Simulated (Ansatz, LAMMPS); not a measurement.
# A frame of liquid (Rb,Cs)F from 1080 K (72 atoms): where an added charge goes: runs compared

Does an extra electron or hole in a frame of liquid (Rb,Cs)F from 1080 K (72 atoms) stay spread out, or do the atoms trap it?

Computed with Ansatz 0.2.0: Kohn-Sham DFT, PBE, PAW (set soft_2), plane waves.

In doubt: warnings of the run leave room for a lower electronic state (in some of the runs), so energies may not be the lowest and differences between runs may mislead.

## Step 1: The cell as built

The cell holds 72 atoms: 18 Rb, 18 Cs and 36 F. Its edges and angles: a = 13.624 Å, b = 13.624 Å, c = 13.624 Å, α = 90.0°, β = 90.0°, γ = 90.0°. 72 atoms (18 Rb, 18 Cs, 36 F) placed at random at 3.03 g/cm³, melted at 1800 K for 10 ps at fixed volume with the Lennard-Jones and Coulomb ion parameters for SPC/E (Joung and Cheatham, J. Phys. Chem. B 112, 9020 (2008)), full charges. Snapshot at the end of a hold of 20 ps at 1080 K and fixed volume.

What the set-up can't give: The starting topology of bonds comes from the classical model, and needn't be the one that DFT or experiment would give. The ion parameters were fitted for water, not for melts, so the starting structure of this cell may lie well off the real melt's. The Brillouin zone is sampled at Γ only, in a cell whose shortest periodic width is 14 Å. Spin–orbit coupling is left out, which matters for the levels of the heavy elements. The liquid is relaxed first, so the results are those of a frozen frame at zero temperature.

## Step 2: The reference run

The reference is a single point at the end of the relaxation.

The charged cells start from the geometry of this run, on a uniform background, with spin and a narrow Fermi–Dirac smearing.

Its input, with most atom lines left out:

```yaml
crystal:
  lattice:
    - [13.6243, 0.0, 0.0]
    - [0.0, 13.6243, 0.0]
    - [0.0, 0.0, 13.6243]
  atoms:
    - { symbol: Rb, position: [0.14175, 0.12891, 0.03362] }
    - { symbol: Rb, position: [0.64768, 0.94993, 0.692] }
    - { symbol: Rb, position: [0.07786, 0.30728, 0.79501] }
    - { symbol: Rb, position: [0.60964, 0.1203, 0.43934] }
    - { symbol: Rb, position: [0.72204, 0.27981, 0.16852] }
    - { symbol: Rb, position: [0.52014, 0.98687, 0.96222] }
    - { symbol: Rb, position: [0.12437, 0.78207, 0.50484] }
    [... atom lines 8 to 72 left out ...]
kpoints:
  mp_grid: { grid: [1, 1, 1] }
hamiltonian:
  xc: pbe
scf:
  occupations: { method: fermi_dirac, width: 0.025 }
output:
  forces: true
  stress: true
  populations: true
  dos:
    method: { smearing: { sigma: 0.1 } }
    de: 0.1
    projected: { site_lists: { Cs: [Cs], F: [F], Rb: [Rb] } }
  eigenvalues: true
  write_density: true
  write_potential: true
  volumetric_format: npy
  elf: true
```

| Quantity | Value |
| --- | --- |
| free energy per atom | -2639.8614 eV/atom |
| r.m.s. force component | 0.00814 eV/Å |
| pressure | -0.3912 GPa |

Filled and empty levels are parted by 4.07 eV (at Γ alone); a semilocal functional tends to put such gaps too low. In a disordered cell it changes from sample to sample and from frame to frame.

## Step 3: The runs

Each row is one run, on 4 threads of Arm Neoverse V1, shared host. The free energy is the program's total, comparable only between runs with the same functional, potentials and atoms; between charge states it hangs on the program's zero of potential.

```tsv
run	atoms	outcome	ionic steps, all passes	free energy (eV)	time	host memory (GiB)
Single point at the start	72	converged	-	-190060.376	25 s	2.9
Relaxation	72	converged	23	-190070.021	6.8 min	2.8
Single point at the relaxed geometry	72	converged	-	-190070.021	46 s	2.9
An extra electron, atoms held	72	converged	-	-190065.474	2.5 min	4.8
An extra electron, atoms relaxed	72	converged	3	-190065.503	3.2 min	4.7
An extra electron, levels at the relaxed geometry	72	converged	-	-190065.504	2.5 min	4.8
Neutral at the geometry of the electron	72	converged	-	-190070.001	36 s	2.8
An extra hole, atoms held	72	converged	-	-190070.257	5.2 min	4.8
An extra hole, atoms relaxed	72	converged	3	-190070.285	9.8 min	4.7
An extra hole, levels at the relaxed geometry	72	converged	-	-190070.285	4.6 min	4.8
Neutral at the geometry of the hole	72	converged	-	-190069.991	40 s	2.8
```

In some runs the program notes that the exchange-correlation potential is rough where the density is thin and starting moments were not kept. Further notices: earlier solves read negative; negative dielectric reading.

## Step 4: Energies and spread of the extra charge

Energies are differences within one cell and functional; the shift is the gain plus the neutral cell's energy at the new geometry, that is how much cheaper the vertical process becomes there. The spread is the participation number of the site moments (1/Σw², over the spin inside atomic spheres), with the atom that holds the largest share and the spin that the spheres hold in all.

```tsv
carrier	charged less neutral, atoms held (eV)	gain on relaxing (eV)	neutral cell at that geometry, less the reference (eV)	shift of the vertical energy (eV)	spread, atoms held	spread, relaxed
electron	4.548	0.030	0.020	0.050	-	-
hole	-0.236	0.028	0.030	0.058	26; F60 10 % of 1.00 μB	21; F60 13 % of 1.00 μB
```

## Step 5: Outcome

The extra electron gains 0.030 eV as the atoms relax: so small a gain shows no trapping at this level. The cell with the electron keeps a moment of only 0.31 μB where one unpaired electron should give 1 μB: the carrier is shared between both spins, which can hide trapping. The extra hole gains 0.028 eV as the atoms relax, and its spin goes from about 26 to 21 atoms: it stays spread out at this level. Adding the two vertical energies gives 4.31 eV, against a gap of 4.07 eV in the neutral cell. The zero of the potential cancels in this sum; the excess isn't taken apart here: charging of a small cell, filling of bands on a coarse mesh and the attraction to the background can all enter.

Caveats: Single energies of charged cells hang on the program's zero of potential. In the spin-polarised runs the search for a state of lower energy was switched off. No distortion was seeded, so a trapped state behind a barrier can't be found. Local and semilocal functionals favour spread-out charges, so trapping can be missed. Charged cells carry a uniform background, with no correction for images.

The DFT runs together took 37 min of wall time.

[Logs are printed without paths, hosts, clocks, repeated set-up lines and the standing remarks that a program may print on its own settings, such as how far it seeks lower states.]

[Hosts, paths, dates, database ids (printed as entryN), source tags and the programs' standing remarks are cut or masked in the printed files.]
